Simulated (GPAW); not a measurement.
# Optical response of BAs

Wanted: where BAs starts to absorb, how strongly, and its refractive index.

Method: DFT, LDA, plane-wave PAW (GPAW data sets), scalar-relativistic, RPA, optical limit, in GPAW 26.7.0.

### Step 1. Starting point

Symmetry: F-43m, No. 216, cubic system. Conventional cell: a = 4.777 Å, b = 4.777 Å, c = 4.777 Å, α = 90.00°, β = 90.00°, γ = 90.00°. Nearest to As lie 4 B at 2.07 Å. B has 4 As at 2.07 Å nearest. Farther neighbours are not listed.

As a file:

```cif
data_structure
_symmetry_space_group_name_H-M 'F-43m'
_symmetry_Int_Tables_number 216
_cell_length_a 4.7770
_cell_length_b 4.7770
_cell_length_c 4.7770
_cell_angle_alpha 90.000
_cell_angle_beta 90.000
_cell_angle_gamma 90.000
_cell_volume 109.01
loop_
_atom_site_label
_atom_site_type_symbol
_atom_site_symmetry_multiplicity
_atom_site_Wyckoff_symbol
_atom_site_fract_x
_atom_site_fract_y
_atom_site_fract_z
_atom_site_occupancy
As1 As 4 c 0.25000 0.25000 0.25000 1
B1 B 4 a 0.00000 0.00000 0.00000 1
```

### Step 2. Bands for the response

The response needs many more empty bands than the density does.

This step: DFT, LDA, plane-wave PAW (GPAW data sets), scalar-relativistic, bands at fixed density (GPAW 26.7.0).

File nscf.py:

```python
from ase.dft.bandgap import bandgap
from gpaw import GPAW, FermiDirac

calc = GPAW('gs.gpw').fixed_density(kpts={'size': (12, 12, 12), 'gamma': True}, nbands=33, convergence={'bands': 27},
                                    occupations=FermiDirac(0.001), txt='nscf.txt')
print('gap (eV)', bandgap(calc, output=None)[0])
print('direct gap (eV)', bandgap(calc, direct=True, output=None)[0])
print('top band over the Fermi level (eV)', min(calc.get_eigenvalues(kpt=k)[26] for k in range(len(calc.get_ibz_k_points()))) - calc.get_fermi_level())
calc.write('full.gpw', mode='all')
```

On the command line:

```sh
$ OMP_NUM_THREADS=1 python nscf.py
```

Numbers of over 12 decimals in the logs are rounded to 6 here.

What it wrote:

```text
Diagonalizing LCAO Hamiltonian
Converting LCAO to pw mode
convergence criteria:
- Maximum integral of absolute [eigenst]ate change: 4e-08 eV^2 / valence electron
maximum number of iterations: 150

SCF iterations
|iter     |      energy | eigst |  dens |
|iter:   1||             | +3.60 |       |
|iter:   2||             | +1.97 |       |
|iter:   3||             | -0.09 |       |
|iter:   4||             | -1.45 |       |
|iter:   5||             | -2.91 |       |
|iter:   6||             | -3.98 |       |
|iter:   7||             | -5.19 |       |
|iter:   8||             | -5.94 |       |
|iter:   9||             | -6.69 |       |
|iter:  10||             | -7.31 |       |
|iter:  11||             | -7.77c|       |
SCF steps: 11
  __  _  _
 | _ |_)|_||  |
 |__||  | ||/\| - 26.7.0

Versions:
  Python: 3.12.14
  ASE:    3.29.0
  Numpy:  2.5.5
  Scipy:  1.18.1
  Libxc:  7.0.0

Input parameters:
  mode=PW(ecut=500.0),
  convergence={'bands': 27},
  gpts=array([18, 18, 18]),
  kpts=MonkhorstPack(size=(12, 12, 12), gamma=True),
  maxiter=150,
  nbands=33,
  occupations=Occupations(name='fermi-dirac', width=0.001, fixmagmom=False),
  parallel={},
  xc=XC(name='LDA')

--- standard output ---
gap (eV) 1.137572
direct gap (eV) 3.270399
top band over the Fermi level (eV) 37.392916
```

Wall time 39 s (1 thread of Arm Neoverse V1, shared host); peak memory 0.16 GiB.

Numbers from this step:

```
gap on the k-mesh      : 1.138 eV
direct gap on the mesh : 3.270 eV
```

### Step 3. Dielectric function, RPA

Transitions between filled and empty bands, summed over the zone, give the optical response, so mesh, band count and broadening shape it.

The induced potential is part of this response.

This step: DFT, LDA, plane-wave PAW (GPAW data sets), scalar-relativistic, RPA, optical limit (GPAW 26.7.0).

File df.py:

```python
from gpaw.response.df import DielectricFunction

df = DielectricFunction('full.gpw', frequencies={'type': 'nonlinear', 'domega0': 0.03, 'omega2': 8},
                        ecut=50,
                        eta=0.15,
                        nbands=27,
                        txt='df.txt')
for direction in ['x']:
    df.get_dielectric_function(xc='RPA', direction=direction, filename=f'df_{direction}.csv')
```

On the command line:

```sh
$ OMP_NUM_THREADS=1 python df.py
```

What it wrote:

```text
Using integrator: PointIntegrator
NonLinearFrequencyDescriptor(from 0.000 to 64.253 eV, 496 points)
Nonperiodic BCs:  [False False False]
Using integrator: PointIntegrator
NonLinearFrequencyDescriptor(from 0.000 to 64.253 eV, 496 points)
Nonperiodic BCs:  [False False False]

Calculating chi0 body with:
    Ground state adapter containing:
    Number of spins: 1
    Number of kpoints: 1728
    Number of irreducible kpoints: 72
    Number of completely occupied states: 4
    Number of partially occupied states: 4

    Linear response parametrization:
    q_c: [0.0, 0.0, 0.0]
    Number of frequency points: 496
    Planewave cutoff: 50.0
    Number of bands: 27
    Number of planewaves: 15
    Broadening (eta): 0.15

Integrating chi0 body.

Symmetries of q_c:
    Direct symmetries (Uq -> q): 24
    Indirect symmetries (TUq -> q): 24
In total 48 allowed symmetries.

72 groups of equivalent kpoints. 95.833333% reduction.

Integral kind: spectral function

Calculating chi0 optical extensions with:
    Ground state adapter containing:
    Number of spins: 1
    Number of kpoints: 1728
    Number of irreducible kpoints: 72
    Number of completely occupied states: 4
    Number of partially occupied states: 4

    Linear response parametrization:
    Number of frequency points: 496
    Planewave cutoff: 50.0
    Number of bands: 27
    Number of planewaves: 15
    Broadening (eta): 0.15
Integrating chi0 head and wings.

Symmetries of q_c:
    Direct symmetries (Uq -> q): 24
    Indirect symmetries (TUq -> q): 24
In total 48 allowed symmetries.

72 groups of equivalent kpoints. 95.833333% reduction.

Integral kind: spectral function wings
```

Run time: 5 s. Hardware: 1 thread; peak memory 0.2 GiB.

Numbers from this step:

```
electronic dielectric constant ε∞, mean over x, y and z (by symmetry where fewer were run) : 9.707
main peak of Im epsilon, first axis                                                        : 5.495 eV
```

Some rows of df_x.csv (energy; Re and Im without local fields; Re and Im with them):

```text
0.000000, 10.133929, 0.000000, 9.706451, 0.000000
0.429336, 10.192567, 0.041465, 9.762226, 0.039442
0.878195, 10.385671, 0.089357, 9.945917, 0.085008
1.347938, 10.756354, 0.151365, 10.298593, 0.144031
1.840057, 11.389425, 0.243597, 10.901100, 0.231885
2.356191, 12.472080, 0.410756, 11.931971, 0.391208
2.898142, 14.548582, 0.871856, 13.910040, 0.830072
3.467895, 18.394334, 3.994142, 17.603171, 3.808567
4.067647, 17.304333, 9.826167, 16.618451, 9.552861
4.699832, 17.207662, 15.296789, 16.059548, 14.416056
5.367152, 13.274845, 29.478415, 12.500888, 27.173887
6.072622, 0.326896, 14.673707, -0.255260, 13.339353
6.819608, -10.163819, 13.206383, -9.078022, 13.083982
7.611886, -7.577414, 6.451084, -7.040776, 6.345513
8.453705, -3.728956, 4.078797, -3.433106, 3.800959
9.349861, -4.267928, 3.291366, -3.925991, 3.292454
10.305790, -3.321924, 1.570631, -3.158389, 1.582297
11.327680, -1.990803, 1.938967, -1.753290, 1.863942
12.422601, -1.755323, 1.475578, -1.557312, 1.444489
13.598673, -1.255365, 1.082413, -1.118026, 1.049587
```

Values under the direct gap are tails of Lorentzian lines. Table of Im ε, E ∥ x by photon energy; read off at these points:

```tsv
photon energy (eV)	Im ε, E ∥ x
0.00	0
0.25	0.0227
0.50	0.0462
0.75	0.0712
1.00	0.0989
1.25	0.130
1.50	0.167
1.75	0.213
2.00	0.271
2.25	0.349
2.50	0.462
2.75	0.647
3.00	1.03
3.25	2.15
3.50	4.18
3.75	7.63
4.00	9.31
4.25	10.7
4.50	13.5
4.75	15.5
5.00	16.2
5.25	23.1
5.50	31.9
5.75	18.4
6.00	13.5
6.25	16.3
6.50	20.7
6.75	14.5
7.00	10.4
7.25	8.18
7.50	7.37
7.75	5.32
8.00	5.22
8.25	3.74
8.50	3.91
8.75	4.82
9.00	5.16
9.25	3.46
9.50	3.36
9.75	2.77
10.00	2.43
10.25	1.69
10.50	1.46
10.75	1.39
11.00	1.62
11.25	1.81
11.50	1.79
11.75	1.64
12.00	1.53
12.25	1.33
12.50	1.40
12.75	1.08
13.00	1.01
13.25	1.14
13.50	1.08
13.75	1.04
```

Re ε, E ∥ x against photon energy:

photon energy (eV), Re ε, E ∥ x and a bar from the least value:
```
      0.0        9.7 #####################
      0.5        9.8 #####################
      1.0       10.0 #####################
      1.5       10.5 ######################
      2.0       11.2 #######################
      2.5       12.3 ########################
      3.0       14.5 ##########################
      3.5       17.8 ##############################
      4.0       16.7 #############################
      4.5       15.5 ###########################
      5.0       14.9 ###########################
      5.5        3.3 ##############
      6.0       -1.7 ########
      6.5       -3.2 ######
      7.0       -8.8 
      7.5       -7.1 ##
      8.0       -5.4 ####
      8.5       -3.3 ######
      9.0       -4.2 #####
      9.5       -3.8 ######
     10.0       -3.6 ######
     10.5       -2.7 #######
     11.0       -1.7 ########
     11.5       -1.8 ########
     12.0       -1.8 ########
     12.5       -1.6 ########
     13.0       -1.2 #########
     13.5       -1.1 #########
```

Values under the direct gap are tails of Lorentzian lines. Table of loss function −Im 1/ε at q → 0, E ∥ x by energy loss; read off at these points:

energy loss (eV), loss function −Im 1/ε at q → 0, E ∥ x and a bar:
```
    0.000      0.000 
    0.250      0.000 
    0.500      0.000 
    0.750      0.001 
    1.000      0.001 
    1.250      0.001 
    1.500      0.002 
    1.750      0.002 
    2.000      0.002 
    2.250      0.003 
    2.500      0.003 
    2.750      0.004 
    3.000      0.005 
    3.250      0.008 
    3.500      0.013 #
    3.750      0.020 #
    4.000      0.025 ##
    4.250      0.027 ##
    4.500      0.032 ##
    4.750      0.031 ##
    5.000      0.033 ##
    5.250      0.031 ##
    5.500      0.031 ##
    5.750      0.049 ###
    6.000      0.073 ####
    6.250      0.061 ####
    6.500      0.047 ###
    6.750      0.049 ###
    7.000      0.056 ###
    7.250      0.070 ####
    7.500      0.070 ####
    7.750      0.081 #####
    8.000      0.093 ######
    8.250      0.101 ######
    8.500      0.151 #########
    8.578      0.159 ##########
    8.750      0.148 #########
    9.000      0.117 #######
    9.250      0.113 #######
    9.500      0.132 ########
    9.750      0.121 #######
   10.000      0.130 ########
   10.250      0.122 #######
   10.500      0.159 ##########
   10.750      0.206 #############
   11.000      0.293 ##################
   11.250      0.291 ##################
   11.500      0.277 #################
   11.750      0.272 #################
   12.000      0.274 #################
   12.250      0.312 ###################
   12.500      0.305 ###################
   12.750      0.291 ##################
   13.000      0.404 #########################
   13.250      0.445 ###########################
   13.500      0.435 ###########################
   13.750      0.481 #############################
   13.862      0.490 ##############################
```

The reflectivity at normal incidence, E ∥ x has structure finer than the step of the table below, so its rows give means over 0.5 eV, whole bins alone (the curve runs from 0 to 14.0 eV). Peaks (eV: height): 5.61: 62.2, 7.67: 65.4, 10.24: 68.0, 12.75: 56.5.

Table of reflectivity at normal incidence, E ∥ x by photon energy; means over each step:

photon energy (eV), reflectivity at normal incidence, E ∥ x (%) and a bar from the least value:
```
      0.5       26.6 
      1.0       27.0 
      1.5       27.9 #
      2.0       29.1 ##
      2.5       31.1 ####
      3.0       34.3 ######
      3.5       38.7 ##########
      4.0       40.9 ###########
      4.5       43.3 #############
      5.0       47.0 ################
      5.5       58.0 #########################
      6.0       51.3 ####################
      6.5       57.2 ########################
      7.0       64.3 ##############################
      7.5       63.5 #############################
      8.0       62.2 ############################
      8.5       53.5 #####################
      9.0       55.2 #######################
      9.5       59.9 ##########################
     10.0       64.1 ##############################
     10.5       64.6 ##############################
     11.0       51.6 ####################
     11.5       49.0 ##################
     12.0       51.8 ####################
     12.5       51.8 ####################
     13.0       51.0 ###################
     13.5       46.5 ################
```

The refractive index n and extinction k by photon energy:

```tsv
photon energy (eV)	n	k
0.0	3.12	0
0.5	3.13	0.00739
1.0	3.17	0.0156
1.5	3.23	0.0259
2.0	3.34	0.0405
2.5	3.51	0.0658
3.0	3.81	0.135
3.5	4.24	0.493
4.0	4.24	1.10
4.5	4.25	1.59
5.0	4.30	1.89
5.5	4.21	3.80
6.0	2.44	2.77
6.5	2.98	3.48
7.0	1.55	3.36
7.5	1.25	2.94
8.0	1.03	2.54
8.5	0.958	2.04
9.0	1.11	2.32
9.5	0.800	2.10
10.0	0.611	1.99
10.5	0.433	1.69
11.0	0.569	1.42
11.5	0.608	1.47
12.0	0.530	1.44
12.5	0.510	1.37
13.0	0.426	1.18
13.5	0.463	1.17
```

At chosen wavelengths:

```tsv
wavelength (nm)	n	k	R (%)	1/α
1064	3.18	0.019	27.3	4.5 µm
800	3.24	0.027	27.9	2.3 µm
450	3.64	0.090	32.4	400 nm
405	3.86	0.156	34.7	207 nm
308	4.23	1.112	40.8	22 nm
248	4.30	1.886	45.6	10 nm
193	3.07	3.168	53.8	4.8 nm
```

Below the direct gap, k and the depth come from the tails of the Lorentzian lines, not from transitions.

Rows near the edge hang on the gap, which this functional as a rule makes too small, and phonon-assisted absorption is left out.

### Step 4. What came out

- electronic dielectric constant ε∞, mean over x, y and z (by symmetry where fewer were run) (RPA): 9.71
- main peak of Im epsilon, first axis: 5.50 eV

What this shows: At this level (LDA, RPA) BAs has ε∞ = 9.71 and n = 3.15 at 1550 nm, and Im ε peaks at 5.5 eV. On the mesh the gap is 1.14 eV and the least direct gap 3.27 eV, so on this mesh the band edges lie at different points. Local fields change the static value along x from 10.13 to 9.71 (-4 %). Distinct maxima of Im ε, read by a parabola through the highest points, lie at 5.50 eV (32), 6.51 eV (21) and 8.94 eV (5.3). Excitons and phonon-assisted transitions are missing; LDA gaps are as a rule too small, which pulls the onset down and ε∞ up. The sum runs over mesh points, so small or evenly spaced maxima can still be ripples of the mesh.

[Machine, clock and banner lines and Python warnings are left out of the logs.]

[Logs are printed without paths, hosts, clocks, repeated set-up lines and the standing remarks that a program may print on its own settings, such as how far it seeks lower states.]

[Hosts, paths, dates, database ids (printed as entryN), source tags and the programs' standing remarks are cut or masked in the printed files.]
